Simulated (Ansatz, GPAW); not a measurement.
# Geometry or basis: what sets the conductance of cyclohexane-1,4-dithiol between two Ir chains, part 3 of 3

How well does cyclohexane-1,4-dithiol between two Ir chains conduct once its atoms have relaxed, and how much do cheaper levels lose?

GPAW 26.7.0 and Ansatz 0.2.0; Ansatz plane waves; relaxation of the junction with the lead ends held; PAW set soft_1 (the session's first sound run).

So far, transmission at the Fermi level (one spin): step 4 (double-zeta polarised basis, PBE, GPAW) 0.0394; step 5 (basis szp(dzp), PBE, GPAW) 0.0332; step 6 (basis sz(dzp), PBE, GPAW) 0.0195; step 7 (LDA) 0.0476; step 8 (the structure as built: geometry = "as built", PBE, GPAW) 0.237.

**10. Comparison**

The curves are compared point by point over the common energies.

This step: comparison of transmission and cost over codes, levels and geometry; PAW set soft_1 (GPAW 26.7.0).

Ladder, by row:

```csv
step,code,T at the Fermi level (sum over the listed spins),conductance (G0),r.m.s. T(E) from the first,wall time (s),peak memory (GiB),threads
dzp,GPAW,0.03944,0.03756,0,402,2.67,1
szp,GPAW,0.03318,0.03123,0.02068,263.5,2.59,1
sz,GPAW,0.01954,0.01857,0.03108,213.9,2.52,1
dzp-LDA,GPAW,0.04757,0.04561,0.008449,360.1,2.67,1
asbuilt,GPAW,0.2369,0.2183,0.121,404.8,2.67,1
```

Transmission, zone mean, sum over the listed spins against energy, zero at the Fermi level:

```csv
energy (eV),dzp,szp,sz,dzp-LDA,asbuilt
-2.000,0.115,0.144,0.0702,0.0982,0.162
-1.925,0.147,0.113,0.0434,0.136,0.563
-1.900,0.144,0.0986,0.0373,0.137,0.675
-1.800,0.0903,0.0542,0.0276,0.0952,0.539
-1.700,0.0735,0.0602,0.0819,0.0920,0.159
-1.675,0.0998,0.0894,0.0868,0.145,0.117
-1.650,0.166,0.161,0.0201,0.218,0.0890
-1.600,0.0217,0.0194,0.00206,0.0168,0.0562
-1.500,0.00315,0.00152,7.2e-4,0.00313,0.0291
-1.400,0.00226,9.4e-4,5.8e-4,0.00232,0.0182
-1.300,0.00281,0.00119,8.5e-4,0.00290,0.0171
-1.200,0.00427,0.00216,0.00138,0.00415,0.0182
-1.100,0.00935,0.00486,0.00267,0.00821,0.0181
-1.000,0.0342,0.0211,0.00843,0.0266,0.0161
-0.900,0.101,0.0709,0.0339,0.0813,0.0180
-0.850,0.120,0.0805,0.0549,0.106,0.0199
-0.825,0.122,0.0783,0.0643,0.113,0.0209
-0.800,0.121,0.0736,0.0700,0.116,0.0219
-0.725,0.112,0.0579,0.0758,0.117,0.0249
-0.700,0.109,0.0534,0.0749,0.116,0.0261
-0.600,0.0926,0.0378,0.0617,0.105,0.0320
-0.500,0.0695,0.0256,0.0407,0.0817,0.0405
-0.400,0.0490,0.0193,0.0251,0.0573,0.0527
-0.300,0.0374,0.0189,0.0181,0.0427,0.0633
-0.200,0.0353,0.0231,0.0173,0.0402,0.0880
-0.100,0.0394,0.0307,0.0195,0.0460,0.172
0.000,0.0394,0.0332,0.0195,0.0476,0.237
0.100,0.0181,0.0140,0.00858,0.0217,0.0262
0.200,0.0141,0.00957,0.00593,0.0177,0.00454
0.300,0.0319,0.0244,0.0136,0.0432,0.00236
0.375,0.0497,0.0389,0.0209,0.0535,0.00171
0.400,0.0466,0.0366,0.0192,0.0458,0.00157
0.500,0.0145,0.0109,0.00588,0.0121,0.00117
0.600,0.00352,0.00220,0.00153,0.00304,9.3e-4
0.700,0.00112,6.5e-4,4.9e-4,9.5e-4,7.9e-4
0.800,4.3e-4,5.0e-4,1.5e-4,3.5e-4,7.2e-4
0.900,1.6e-4,6.6e-4,1.3e-4,1.7e-4,6.9e-4
1.000,1.5e-4,5.7e-4,1.4e-4,1.8e-4,6.4e-4
1.100,1.4e-4,4.5e-4,1.2e-4,1.6e-4,6.3e-4
1.200,1.2e-4,3.6e-4,1.0e-4,1.4e-4,6.5e-4
1.300,1.1e-4,3.0e-4,9.3e-5,1.2e-4,6.9e-4
1.400,1.2e-4,2.7e-4,9.2e-5,1.3e-4,7.6e-4
1.500,1.4e-4,2.7e-4,1.1e-4,1.6e-4,8.5e-4
1.600,2.2e-4,3.4e-4,1.7e-4,2.5e-4,9.5e-4
1.700,3.7e-4,4.9e-4,3.1e-4,4.2e-4,0.00105
1.800,6.4e-4,7.9e-4,5.5e-4,7.1e-4,0.00109
1.900,7.6e-4,9.4e-4,5.2e-4,6.1e-4,8.0e-4
2.000,9.0e-5,6.4e-4,1.8e-4,1.8e-4,1.0e-4
```

**11. Other settings**

One more run, with changed settings.

This step: GPAW LCAO, PAW setups; Landauer transmission from Green's functions with principal layers (ASE), zero bias (GPAW 26.7.0).

run.py reads:

```python
import json
import numpy as np
from ase import Atoms
from ase.transport.calculators import TransportCalculator
from gpaw import GPAW, FermiDirac
from gpaw.lcao.tools import get_lcao_hamiltonian
from scipy.linalg import eigh

# The junction with lead layers at both ends, along the third cell vector
device = Atoms(
    ['Ir', 'Ir', 'Ir', 'Ir', 'Ir', 'Ir', 'Ir', 'Ir', 'S', 'H', 'H', 'C', 'H', 'C', 'H', 'H', 'C', 'C', 'H', 'H', 'C', 'H', 'C', 'H', 'H', 'S', 'Ir', 'Ir', 'Ir', 'Ir', 'Ir', 'Ir', 'Ir', 'Ir'],
    positions=[
        [6.37015, 6.76092, 1.15000],
        [6.37015, 6.76092, 3.45000],
        [6.37015, 6.76092, 5.75000],
        [6.37015, 6.76092, 8.05000],
        [6.37015, 6.76092, 10.35000],
        [6.37015, 6.76092, 12.65000],
        [7.33910, 5.57522, 14.35089],
        [6.98678, 6.26844, 16.48507],
        [7.99621, 5.62845, 18.28644],
        [5.71525, 7.03151, 19.82750],
        [7.25722, 7.18512, 20.67597],
        [6.94148, 5.23455, 19.80726],
        [6.10960, 4.60599, 19.45702],
        [6.41377, 6.50022, 20.48969],
        [8.75518, 5.04182, 20.96193],
        [8.17677, 3.51036, 20.29939],
        [7.84572, 4.44922, 20.76576],
        [5.70443, 6.18066, 21.82795],
        [5.36761, 7.11669, 22.29521],
        [4.79936, 5.58279, 21.62830],
        [7.14235, 4.13336, 22.10393],
        [7.44733, 6.03244, 23.12696],
        [6.61534, 5.40113, 22.78497],
        [6.29610, 3.45016, 21.92190],
        [7.84091, 3.60286, 22.76606],
        [5.61694, 4.88230, 24.30523],
        [6.06106, 5.92359, 26.14921],
        [5.99986, 5.23897, 28.31139],
        [6.37015, 6.76092, 29.98354],
        [6.37015, 6.76092, 32.28354],
        [6.37015, 6.76092, 34.58354],
        [6.37015, 6.76092, 36.88354],
        [6.37015, 6.76092, 39.18354],
        [6.37015, 6.76092, 41.48354]],
    cell=[[12.74029, 0.0, 0.0], [0.0, 13.52183, 0.0], [0.0, 0.0, 42.63354]],
    pbc=True)

# One principal layer of the lead: the first 5 atoms of the device
lead = Atoms(
    ['Ir', 'Ir', 'Ir', 'Ir', 'Ir'],
    positions=[
        [6.37015, 6.76092, 1.15000],
        [6.37015, 6.76092, 3.45000],
        [6.37015, 6.76092, 5.75000],
        [6.37015, 6.76092, 8.05000],
        [6.37015, 6.76092, 10.35000]],
    cell=[[12.74029, 0.0, 0.0], [0.0, 13.52183, 0.0], [0.0, 0.0, 11.5]],
    pbc=True)

settings = dict(mode='lcao', basis='dzp', xc='PBE', h=0.2,
                occupations=FermiDirac(0.1), maxiter=100,
                mixer=dict(beta=0.9, nmaxold=1, weight=1.0),
                convergence=dict(density=0.0001))
energies = np.arange(-2, 2 + 1e-9, 0.025)
eta = 0.0001
n1, n2 = 1, 1
# k and -k transmit alike, so half of the mesh across the current serves
mesh = [(i, j) for i in range(n1) for j in range(n2) if (i, j) <= (-i % n1, -j % n2)]
weights = np.array([1 if (i, j) == (-i % n1, -j % n2) else 2 for i, j in mesh]) / (n1 * n2)


def ground_state(atoms, size, txt):
    atoms.calc = GPAW(kpts={'size': size, 'gamma': True}, symmetry={'tolerance': 1e-3}, txt=txt, **settings)
    atoms.get_potential_energy()
    return atoms.calc.get_fermi_level()


def blocks(atoms, fermi, points, nz, cells):
    """H - E_F S and S between cell 0 and the cells above it, at each point across the current."""
    kz = np.arange(nz) / nz
    calc = atoms.calc.fixed_density(kpts=[(*k, z) for k in points for z in kz], symmetry='off', txt=None)
    H, S = get_lcao_hamiltonian(calc)
    H = (H - fermi * S).reshape(len(H), len(points), nz, *S.shape[1:])
    S = S.reshape(H.shape[1:])
    phases = [np.exp(-2j * np.pi * kz * R) / nz for R in cells]
    return [(np.einsum('skzij,z->ksij', H, p), np.einsum('kzij,z->kij', S, p)) for p in phases]


def pair(a, b):
    return np.block([[a, b], [b.T.conj(), a]])


def count_channels(h, s, cells, nk=240):
    """Half the number of times that the lead's bands cross each energy, unfolded to its shortest repeat."""
    b = len(h) // cells
    bands = []
    for k in (np.arange(nk + 1) + 0.5) / nk:
        hk, sk = h[:b, :b].copy(), s[:b, :b].copy()
        for R in range(1, cells):
            phase, block = np.exp(2j * np.pi * k * R), slice(R * b, (R + 1) * b)
            hk += h[:b, block] * phase + (h[:b, block] * phase).T.conj()
            sk += s[:b, block] * phase + (s[:b, block] * phase).T.conj()
        w, u = eigh(sk)
        x = u[:, w > 1e-5] / w[w > 1e-5]**0.5  # drop near-dependent combinations
        bands.append(np.r_[eigh(x.T.conj() @ hk @ x, eigvals_only=True), [1e9] * (w <= 1e-5).sum()])
    below = np.array(bands)[:, :, None] < energies
    return (below[1:] != below[:-1]).sum((0, 1)) / 2


fermi_lead = ground_state(lead, (1, 1, 10), 'lead.txt')
fermi_device = ground_state(device, (1, 1, 2), 'device.txt')
T, channels, eigen, tail, misfit, shifts = [], [], [], 0.0, 0.0, []
for first in range(0, len(mesh), 96):
    points = [(i / n1, j / n2) for i, j in mesh[first:first + 96]]
    (H0k, S0k), (H1k, S1k), (H2k, _) = blocks(lead, fermi_lead, points, 5, range(3))
    [(Hk, Sk)] = blocks(device, fermi_device, points, 2, [0])
    tail = max(tail, abs(H2k).max())
    for H0, S0, H1, S1, H, S in zip(H0k, S0k, H1k, S1k, Hk, Sk):
        n = len(S0)
        # Shift the lead onto the potential of the device's first layer
        shift = ((H[:, 0, 0] - H0[:, 0, 0]) / S0[0, 0]).real.mean()
        shifts.append(shift)
        misfit = max(misfit, abs(H[:, :n, :n] - H0 - shift * S0).max())
        Tk, Ck, Ek = [], [], []
        for s in range(len(H)):
            t = s % len(H0)  # a lead without moments serves both spins
            h1, s1 = pair(H0[t] + shift * S0, H1[t] + shift * S1), pair(S0, S1)
            leads = dict(h1=h1, s1=s1, energies=energies, eta=eta, eta1=eta, eta2=eta)
            calc = TransportCalculator(h=H[s], s=S, eigenchannels=3, **leads)
            Tk.append(calc.get_transmission())
            Ek.append(np.sort(calc.eigenchannels_ne, axis=0)[::-1])
            Ck.append(count_channels(h1, s1, 10))
        T.append(Tk)
        channels.append(Ck)
        eigen.append(Ek)
T, channels = np.array(T), np.array(channels)
mean, open_channels = np.einsum('kse,k->se', T, weights), np.einsum('kse,k->se', channels, weights)

print(f'basis functions: device {len(S)}, principal layer {n}')
print(f'Fermi level: lead {fermi_lead:.4f} eV, device {fermi_device:.4f} eV; lead shifted by {np.mean(shifts):.4f} eV')
print(f'largest coupling past the next layer {tail:.2e} eV, largest misfit of the first layer {misfit:.3f} eV')
print('  E-E_F (eV)   ' + 'T (one spin)  channels')
for e, t, c in zip(energies, mean.T, open_channels.T):
    print(f'{e:10.3f}  ', *[f'{x:11.4e}' for x in t], *[f'{x:9.4f}' for x in c])

kT = 8.617333e-5 * 300
fine = np.linspace(energies[0], energies[-1], 4001)
both = np.exp(np.interp(fine, energies, np.log(np.maximum(mean.sum(0) * 2 / len(mean), 1e-30))))
fermi = lambda mu: 1 / (1 + np.exp(np.clip((fine - mu) / kT, -200, 200)))
slope = fermi(0) * (1 - fermi(0)) / kT
G = np.trapezoid(both * slope, fine) / 2
seebeck = -np.trapezoid(both * slope * fine, fine) / (2 * G * 300) * 1e6
print(f'conductance at 300 K: {G:.5g} G0 a cell; thermopower {seebeck:.4g} uV/K')
bias = [0.1, 0.2, 0.5, 1.0, 1.5, 2.0]
current = [38.74 * np.trapezoid(both * (fermi(V / 2) - fermi(-V / 2)), fine) for V in bias]
for V, I in zip(bias, current):
    print(f'current from the zero-bias T(E) at {V} V: {I:.5g} uA')
zero = abs(energies).argmin()
json.dump(dict(energies=energies.tolist(), T=mean.tolist(), channels=open_channels.tolist(), G=G, seebeck=seebeck,
               bias=bias, current=current, tail=tail, misfit=misfit, shift=np.mean(shifts), n_device=len(S), n_lead=n,
               fermi=[fermi_lead, fermi_device], energy=device.get_potential_energy(),
               moments=device.get_magnetic_moments().tolist(), mesh=mesh, weights=weights.tolist(),
               T_k=T[:, :, zero].tolist(), eigen=np.array(eigen[0]).tolist()), open('result.json', 'w'))
```

Command:

```bash
$ OMP_NUM_THREADS=1 OPENBLAS_NUM_THREADS=1 python run.py
```

It took 2.6 min on 1 thread of Arm Neoverse V2, shared host; peak memory 0.62 GiB.

The fault put into the input: mixing far too strong, under a cap of 100 iterations, which ended the run (beta = 0.9, nmaxold = 1 and weight = 1.0).

**12. Outcome**

```yaml
conductance: 0.0376 G₀
transmission_at_the_fermi_level_mean_of_the_spins: 0.0394
```

**Reading.** In the dzp basis the junction conducts 0.0376 G₀ at 300 K, with T = 0.0394 a spin at the Fermi level; no smaller basis tried comes within 10 % of that conductance. Relaxation moved atoms by up to 3.3 Å and took the conductance from 0.218 to 0.0376 G₀, as a ratio a larger change than the step from dzp to the minimal basis. Measured against the first run (dzp), the nearest curve is that of dzp-LDA (r.m.s. 0.0084) and the farthest that of asbuilt (0.12). Over the compared runs wall time goes from 214 s (sz) to 405 s (asbuilt), on a shared host. Moves of this size go well beyond a change of bond lengths: the free chain atoms or the scatterer took up a new arrangement, and the name in the title describes the start. The leads kept an estimated spacing and the cell its length, so the junction may be under some tension or compression. The run had no spin polarisation, so a magnetic state, which chains and small molecules with open shells often have, wasn't tested. Spin-orbit coupling is left out, which matters for the heavy atoms here. Semilocal functionals put molecular levels too near the Fermi level, so such conductances usually come out too high, and chain electrodes have a sharper density of states than real ones. An evenly spaced straight chain is an idealisation: free chains tend to dimerise, zigzag or, where a band edge lies near the Fermi level, turn magnetic. The currents use the zero-bias T(E) throughout, which holds only while the bias is small against the distance to the nearest feature. Within about eight thermal energies of the Fermi level ln T(E) bends sharply from one computed energy to the next, or the lead's channel count changes, so the thermal averages, above all the thermopower, rest on an interpolation that may be rough.

[Logs are printed without paths, hosts, clocks, repeated set-up lines and the standing remarks that a program may print on its own settings, such as how far it seeks lower states.]

[Hosts, paths, dates, database ids (printed as entryN), source tags and the programs' standing remarks are cut or masked in the printed files.]
